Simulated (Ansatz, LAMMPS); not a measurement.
# Charge trapping in amorphous 32Ga2O3-68GeO2 (mol %) (69 atoms), part 2 of 4

Aim: add and remove one electron in amorphous 32Ga2O3-68GeO2 (mol %) (69 atoms), with atoms held and relaxed, and read trapping energy and localisation.

Ansatz 0.2.0; Kohn-Sham DFT, RPBE, PAW (set soft_1), plane waves; PAW set soft_1.

The cell: 12 Ga, 13 Ge and 44 O. The quench rate of 20 K/ps is orders of magnitude faster than experiment. The network of bonds at the start is that of the classical potential that made the cell. The Brillouin zone is sampled at Γ only, in a cell whose shortest periodic width is 9 Å.

So far. Step 2 (Single point at the start): The r.m.s. force at the start is 0.88 eV/Å. Step 3 (Relaxation): The relaxation converged after 12 steps, 5.65 eV below its start, with a largest force component of 0.033 eV/Å.

**4. Single point at the relaxed geometry**

One more single point at the end of the walk gives the fuller output and checks the residual forces.

File input.yaml:

```yaml
crystal:
  lattice:
    - [9.38326, 0.0, 0.0]
    - [0.0, 9.38326, 0.0]
    - [0.0, 0.0, 9.38326]
  atoms:
    - { symbol: Ga, position: [0.28597, 0.14483, 0.81646] }
    - { symbol: Ga, position: [0.93291, 0.26446, 0.87095] }
    - { symbol: Ga, position: [0.81873, 0.7795, 0.52485] }
    - { symbol: Ga, position: [0.50556, 0.61851, 0.60707] }
    - { symbol: Ga, position: [0.72382, 0.38786, 0.6516] }
    - { symbol: Ga, position: [0.28045, 0.55452, 0.26812] }
    [... 57 atom lines left out ...]
    - { symbol: O, position: [0.36616, 0.0109, 0.13704] }
    - { symbol: O, position: [0.48415, 0.55257, 0.24232] }
    - { symbol: O, position: [0.69678, 0.05139, 0.04387] }
    - { symbol: O, position: [0.33616, 0.20722, 0.62182] }
    - { symbol: O, position: [0.78071, 0.27594, 0.49648] }
    - { symbol: O, position: [0.55226, 0.43167, 0.53277] }
kpoints:
  mp_grid: { grid: [1, 1, 1] }
hamiltonian:
  xc: rpbe
  pseudopotentials: { kind: paw, azcp: { folder: soft_1 } }
scf:
  occupations: { method: gaussian, width: 0.025 }
output:
  forces: true
  stress: true
  populations: true
  dos:
    method: { smearing: { sigma: 0.08 } }
    de: 0.1
    projected: { site_lists: { Ga: [Ga], Ge: [Ge], O: [O] } }
  eigenvalues: true
  write_density: true
  write_potential: true
  volumetric_format: npy
```

Command:

```console
$ ansatz run input.yaml --threads 4 --pin off --max-ram 8192MiB --backend cpu --events-out ev --progress --plain --runs-dir out
```

The log of the run:

```text
[...]
Crystal: 69 atoms, lattice volume = 826.154 Å³
Basis set: ecut = 420 eV, 16135 PW (Γ), exchange–correlation on 128×128×128 points (8 copies of the dense FFT grid, shifted against one another)
Bands: 370, of which v1, the nominal top of the filled ones, is band 301 counted from 1 (300 counted from 0)
Symmetry: 1 space group operations
[...]
k-points: 1
[...]
SCF iter   1: F=—  HF=-126430.511916 eV  |F-HF|=—  |Δ(HF+E_count)|=         —  Δρ=1.12e-1  dr2=6.11e1  ethr=3.10e-3  ⟨swp⟩=6.0  Hψ=1472  notcnv=0
[...]
SCF iter  14: F=-126413.043646 eV  HF=-126413.043646 eV  |F-HF|=1.57e-8  |Δ(HF+E_count)|=   1.24e-8  Δρ=1.24e-6  dr2=1.17e-8  ethr=1.66e-11  ⟨swp⟩=8.0  Hψ=2069  notcnv=0
SCF 1 converged in 14 iterations: F = -126413.043646 eV  dr2 = 1.17e-8
[...]
SCF converged after 14 iterations
Free energy (F): -126413.043646 eV
[...]
Internal energy: -126413.043646 eV  (E = F + TS)
E sigma→0 (E₀):  -126413.043646 eV
Fermi energy:    7.325749 eV
[...]
--- Forces (eV/Å), atoms counted from 1 ---
  atom   1  Ga     0.00756900    -0.00773912     0.00068166
  atom   2  Ga     0.00753197     0.01380178    -0.00359433
  atom   3  Ga     0.00937395     0.00078671    -0.00430709
  atom   4  Ga     0.01002867     0.00994722     0.00957331
  atom   5  Ga     0.00888756     0.00941614    -0.00587691
  atom   6  Ga     0.00024644    -0.00267006     0.01515325
  atom   7  Ga     0.00124679    -0.01764923    -0.01583251
  atom   8  Ga    -0.00547343    -0.00762561     0.00548080
  atom   9  Ga    -0.00225624     0.00219898    -0.01366442
  atom  10  Ga    -0.00282241    -0.00026778     0.00236525
  atom  11  Ga    -0.00042051    -0.01090108     0.00197643
  atom  12  Ga     0.00842785     0.00446230    -0.01166180
  atom  13  Ge    -0.02197832    -0.00848088    -0.00598418
  atom  14  Ge    -0.00126160     0.00355187     0.01877763
[...]
atom  68  O     -0.00495597     0.01235943     0.01099814
  atom  69  O     -0.00273737    -0.00041725    -0.00389401
  max |Σ_I F_I| component: 1.99e-5 eV/Å
--- Stress (GPa, compression-positive) ---
        0.370635      -1.564987      -0.985117
       -1.564987      -0.175036       0.906689
       -0.985117       0.906689       2.133845
  P = ⅓ Tr σ = 0.7765 GPa (7.765 kbar)
--- Band table (eV) ---
[...]
--- Löwdin populations: 69 sites ---
  site symbol       q [e]
     0     Ga     11.9124
     1     Ga     11.9126
     2     Ga     11.8881
[...]
68      O      6.6825
  spilling = 0.004310 (of n_electrons = 602.000000)
```

It took 18 s on 4 threads of Arm Neoverse V1, shared host; peak memory 1.2 GiB; 67 s of CPU time.

Read from the output:

```
free energy                                      : -126413.0436 eV
free energy per atom                             : -1832.0731 eV/atom
SCF cycles                                       : 14
pressure                                         : 0.7765 GPa
r.m.s. force component                           : 0.00865 eV/Å
longest force                                    : 0.04055 eV/Å
Fermi energy                                     : 7.326 eV
gap (highest filled to lowest empty level) : 1.375 eV
spilling of the projection                       : 0.00431
```

Löwdin charges by element and coordination (they lack the spilled electrons, 0.038 e an atom on average):

```tsv
element	coordination	atoms	mean charge (e)	spread	least	most
Ga	all	12	1.09	0.0167	1.06	1.12
Ga	4	3	1.09	0.0051	1.09	1.10
Ga	5	8	1.09	0.0181	1.06	1.12
Ga	6	1	1.07	0	1.07	1.07
Ge	all	13	1.46	0.0268	1.41	1.49
Ge	4	8	1.48	0.0107	1.46	1.49
Ge	5	3	1.44	0.0237	1.41	1.46
Ge	6	2	1.43	0.0081	1.42	1.44
O	all	44	-0.671	0.0184	-0.708	-0.640
O	2	17	-0.676	0.0175	-0.708	-0.642
O	3	25	-0.670	0.0178	-0.705	-0.640
O	4	2	-0.646	0.0061	-0.652	-0.640
```

States in the cell by windows of 1 eV, zero at the Fermi level; the larger projections on atomic orbitals stand beside the total:

```tsv
from (eV)	to (eV)	total	O p	Ge p	Ge s	Ga d
-14	-13	67.5	0.8	0.2	0.2	63.9
-13	-12	1.0	0.0	0.0	0.0	0.8
-12	-10	0.0	0.0	0.0	0.0	0.0
-10	-9	8.1	4.1	0.3	2.9	0.1
-9	-8	8.0	4.2	0.3	2.3	0.1
-8	-7	14.7	8.6	0.7	2.1	0.1
-7	-6	17.7	11.8	1.9	0.4	0.1
-6	-5	27.6	19.8	3.6	0.4	0.1
-5	-4	32.8	25.4	3.0	0.2	0.2
-4	-3	38.9	32.8	1.8	0.2	0.2
-3	-2	51.0	46.9	0.9	0.1	0.3
-2	-1	56.8	54.5	0.4	0.1	0.2
-1	0	8.4	8.1	0.0	0.0	0.0
0	1	2.0	0.3	0.0	0.6	0.0
1	2	0.0	0.0	0.0	0.0	0.0
2	3	2.1	0.7	0.1	0.6	0.0
3	4	14.3	4.5	1.1	3.5	0.0
4	5	18.6	5.6	1.7	3.1	0.0
```

The curve was stored every 0.10 eV, coarse against its broadening of 0.08 eV, so these counts are rough.

Between -26 and -14 eV lie 270 more states.

The levels nearest the highest filled one (over half full), pooled over k-points and spins:

```tsv
level less the highest filled one (eV)	occupation
-0.387	2
-0.34	2
-0.236	2
-0.209	2
-0.085	2
0	2
1.37	0
3.55	0
3.79	0
3.98	0
4.23	0
4.34	0
```

Valence density in the ac plane at fractional y = 0.575, with atoms of Ga and Ge and O within 0.2 Å of it. It is the smooth field of the valence electrons, not physical close to the nuclei.

Ten steps, logarithmic in the rise over the least value, from '_' (0 e/Å³) to '@' (30 e/Å³), each cell a mean:
```
__..::::..__________________..--++**==::..__________
..==++==::..__________________..::--::....__________
::++****==..____________________........____________
::==++++--..____________________........____________
..------..____________________..::----::..________..
----::..__________....________::++**++--..______..::
%%%%==..__________............::++##**==..______..++
@@@@++....__________....::::::::==++==::..______::++
****--......__________::==**==::::::::..______..::--
::::......____________::++**==::..__________..------
::..__________________..----::..__________..--++++==
::______________....____......____________..==****==
..____________........____________________..--==++--
..____________..::::..______________________..::--::
..__________....::....________________........--++--
::..______..::--::..................::--::::--##@@##
--........::**%%**::..--====::....::--====----##@@##
::::::::..::##@@##--::==****==::..::--++++--::==++==
..::----::::==**++::::==**++==......::----::........
..::::::..............::----::..____......__________
__......________________....________________________
______________________________..::::..______________
______________________________::==++==::____________
____________________________..--**##++--____________
```
Columns run along a (9.4 Å), rows up along c (9.4 Å). Atoms in or near the plane, at fractional coordinates: Ga at (0.28, 0.27), Ge at (0.93, 0.32), Ge at (0.02, 0.69), O at (0.67, 0.73), O at (0.09, 0.88), O at (0.92, 0.52), O at (0.66, 0.00).

Electrostatic potential energy in the ac plane at fractional y = 0.575, with atoms of Ga and Ge and O within 0.2 Å of it. With pseudopotentials it is smooth inside the atoms' cores, unlike the true potential.

Values in eV, 13 rows by 16 columns, each cell a mean:
```
  9  -5   2   7   6   9  12  13  13   6 -15  -7   8  10  12  12
 -2 -28 -16   6   6   9  12  13  13  12   9   4   3   7  11  11
 -3  -8   4  10  10  12  13  13  13  11  -4  -4   7   9   9   4
-12 -13   4  11  13  13  10   6   5   1 -26 -23   9  11   5 -13
-13 -13   4  11  13  12   5   4   9   1  -1   4  12  11   6 -11
  1   5  11  13  13  12   5   3   8   1   9  12  12   9 -14 -13
  9  11  12  13  13  12  10   6   5   8  11  12  12   6 -23 -18
  4  10  11  10   8   8  11  11  10  10  10  11  11   6  -7  -7
 -9   7   8   1   5   2   7   6   5   4   2   1  -4  -5 -13 -12
 -2   5   5   3  14   9  -2 -24 -22   0  -1 -11 -22  -2 -12 -13
  8   4   8   3   3   2   7  -6  -3   9   9  10  10  11   7   6
 11  10  11  10  10  10  12  13  13  12   9  12  14  13  12  11
 10  10  10  10  11  11  12  13  13   1 -24 -12  12  13  13  12
```
Columns run along a (9.4 Å; values clipped at the 3rd and 97th percentile), rows up along c (9.4 Å). Atoms in or near the plane, at fractional coordinates: Ga at (0.28, 0.27), Ge at (0.93, 0.32), Ge at (0.02, 0.69), O at (0.67, 0.73), O at (0.09, 0.88), O at (0.92, 0.52), O at (0.66, 0.00).

Filled and empty levels are parted by 1.37 eV (at Γ alone); a semilocal functional tends to put such gaps too low. In a disordered cell it changes from sample to sample, and tail or defect levels can set it. Mean Löwdin charges: Ga +1.09, Ge +1.46, O -0.67 e (they miss 0.43 % of the electrons, so they add up to more than the cell's charge).

**5. An extra electron, atoms held**

The electron count changes by one with the atoms held: a vertical process, on a uniform background, with spin and a narrow Fermi–Dirac smearing. Its energy against the neutral cell hangs on the program's zero of potential.

input.yaml, the sections that differ from step 4:

```yaml
crystal:
  lattice:
    - [9.38326, 0.0, 0.0]
    - [0.0, 9.38326, 0.0]
    - [0.0, 0.0, 9.38326]
  atoms:
    [... the 69 atom lines of step 4 ...]
total_charge: -1
scf:
  occupations: { method: fermi_dirac, width: 0.01 }
  lower_state_search: "off"
magnetization:
  spin_polarized: true
  initial_magnetization: 1
# kpoints, hamiltonian, output: as in step 4
```

The log of the run:

```text
[...]
Crystal: 69 atoms, lattice volume = 826.154 Å³
Basis set: ecut = 420 eV, 16135 PW (Γ), exchange–correlation on 128×128×128 points (8 copies of the dense FFT grid, shifted against one another)
Bands: 371, of which v1, the nominal top of the filled ones, is band 302 counted from 1 (301 counted from 0)
Symmetry: 1 space group operations
[...]
k-points: 1
[...]
Starting moments: Σ|m| = 1 μB on 69 of 69 sites
[...]
SCF iter   1: F=—  HF=-126419.980387 eV  |F-HF|=—  |Δ(HF+E_count)|=         —  Δρ=5.45e-2 (↑5.16e-2 ↓5.45e-2)  dr2=5.59e1  dr2_m=2.41e-2  M=1.000 μB ∫|m|=1.092 μB  β_m=1.00  ethr=3.10e-3  ⟨swp⟩=6.0  Hψ=2958  notcnv=0
[...]
spin=Collinear: Resta preconditioning applied to the charge; magnetization (m = ρ↑ − ρ↓) channel mixes plain (no charge-response kernel on spin).
SCF iter   2: F=—  HF=-126410.199804 eV  |F-HF|=—  |Δ(HF+E_count)|=         —  Δρ=3.41e-2 (↑3.40e-2 ↓3.41e-2)  dr2=2.13e1  dr2_m=4.84e-4  M=0.803 μB ∫|m|=0.947 μB  β_m=0.30  ethr=3.10e-3  ⟨swp⟩=2.5  Hψ=1292  notcnv=0  defer=124
[...]
SCF iter   9: F=—  HF=-126405.042164 eV  |F-HF|=—  |Δ(HF+E_count)|=   3.08e-3  Δρ=1.51e-4 (↑1.51e-4 ↓1.44e-4)  dr2=3.15e-4  dr2_m=4.91e-5  M=0.862 μB ∫|m|=1.025 μB  β_m=0.30  ethr=1.96e-7  ⟨swp⟩=2.0  Hψ=1238  notcnv=0  defer=122
[...]
spin-set hold released at iteration 9 (site moments contracting): the magnetisation degrees of freedom join the quasi-Newton model from the next iteration; the mixer history was flushed
SCF iter  10: F=—  HF=-126405.042678 eV  |F-HF|=—  |Δ(HF+E_count)|=   5.13e-4  Δρ=1.19e-4 (↑1.16e-4 ↓1.19e-4)  dr2=2.02e-4  dr2_m=3.38e-5  M=0.868 μB ∫|m|=1.034 μB  β_m=0.65  ethr=5.23e-8  ⟨swp⟩=2.5  Hψ=1105  notcnv=0  defer=122
[...]
SCF iter  15: F=-126405.044687 eV  HF=-126405.044687 eV  |F-HF|=5.40e-8  |Δ(HF+E_count)|=   3.70e-7  Δρ=1.81e-6 (↑1.79e-6 ↓1.81e-6)  dr2=7.99e-8  dr2_m=2.08e-10  M=0.896 μB ∫|m|=1.076 μB  ethr=1.66e-11  ⟨swp⟩=15.0  Hψ=5577  notcnv=0
SCF 1 converged in 15 iterations: F = -126405.044687 eV  dr2 = 7.99e-8
[...]
SCF converged after 15 iterations
Magnetization: 0.8960 μB (301.9480 up, 301.0520 down)
Absolute magnetization: 0.9848 μB (∫|ρ↑−ρ↓|, with the PAW one-centre terms)
[...]
Per-site moments (μB) at R_I (Å): [(0.00436907, 0.761272), (0.00399065, 0.763280), (0.0045693, 0.779980), (0.00330757, 0.758394), (0.00414388, 0.772422), [...]
Free energy (F): -126405.044687 eV
[...]
Internal energy: -126405.040601 eV  (E = F + TS)
E sigma→0 (E₀):  -126405.042644 eV
Entropy (-TS):   -0.004086 eV (-0.059 meV/atom)
Fermi energy:    8.018834 eV
[...]
Σ components = -126405.044687   (vs F -126405.044687, Δ=0.00e0)
--- Forces (eV/Å), atoms counted from 1 ---
  atom   1  Ga     0.03820876     0.00055814     0.00454114
  atom   2  Ga    -0.01436099    -0.04399217    -0.07371836
  atom   3  Ga    -0.00532698     0.03419745     0.07693006
  atom   4  Ga    -0.03029929    -0.01236196     0.04073640
[...]
atom  69  O     -0.01002809     0.03276929     0.02357854
  max |Σ_I F_I| component: 1.61e-5 eV/Å
--- Stress (GPa, compression-positive) ---
        1.565085      -1.442678      -0.925651
       -1.442678       1.035792       0.962077
       -0.925651       0.962077       3.209217
  P = ⅓ Tr σ = 1.9367 GPa (19.367 kbar)
--- Band table (eV) ---
[...]
--- Löwdin populations: 69 sites ---
  site symbol       q [e]    m [muB]
     0     Ga     11.9430     0.0257
     1     Ga     11.9399     0.0221
     2     Ga     11.9178     0.0245
[...]
68      O      6.6882     0.0042
  spilling = 0.004326 (of n_electrons = 603.000000)
```

The job ended after 34 s (4 threads; peak memory 1.8 GiB; 2.2 min of CPU time).

An extra electron, atoms held: the energy stands 8.00 eV above that of the reference, with a moment of 0.90 μB.

The levels nearest the highest filled one (over half full), pooled over k-points and spins:

```tsv
level less the highest filled one (eV)	occupation
-1.43	1
-1.36	1
-1.35	1
0	0.948
0.0581	0.052
2.20	0
2.26	0
2.43	0
```

Spin density in the ac plane at fractional y = 0.575, with atoms of Ga and Ge and O within 0.2 Å of it.

Ten even steps from '_' (-1.69 × 1e-2 e/Å³) to '@' (2.49 × 1e-2 e/Å³), each cell a mean:
```
================================##@@**==============
==----==--========================++================
--==++++==========================--================
====++++============================================
====================================================
++++==============================++++============++
::--++++========================--++**==========++++
__..++++========================----============++++
====++==============================================
====================================================
============================================--==++==
============================================----++++
==============================================--====
====================================================
====================================================
++==============================================::==
==============--========++++==========++++====--::==
============--..--======####==========++++==========
======================--============================
==============++++======----========================
====================================================
====================================================
================================--------============
==============================--==++================
```
Columns run along a (9.4 Å), rows up along c (9.4 Å). Atoms in or near the plane, at fractional coordinates: Ga at (0.28, 0.27), Ge at (0.93, 0.32), Ge at (0.02, 0.69), O at (0.67, 0.73), O at (0.09, 0.88), O at (0.92, 0.52), O at (0.66, 0.00).

(Continued in part 3 of 4.)

[Long decimals in the printed logs are rounded to 6 places.]

[Logs are printed without paths, hosts, clocks, repeated set-up lines and the standing remarks that a program may print on its own settings, such as how far it seeks lower states.]

[Hosts, paths, dates, database ids (printed as entryN), source tags and the programs' standing remarks are cut or masked in the printed files.]
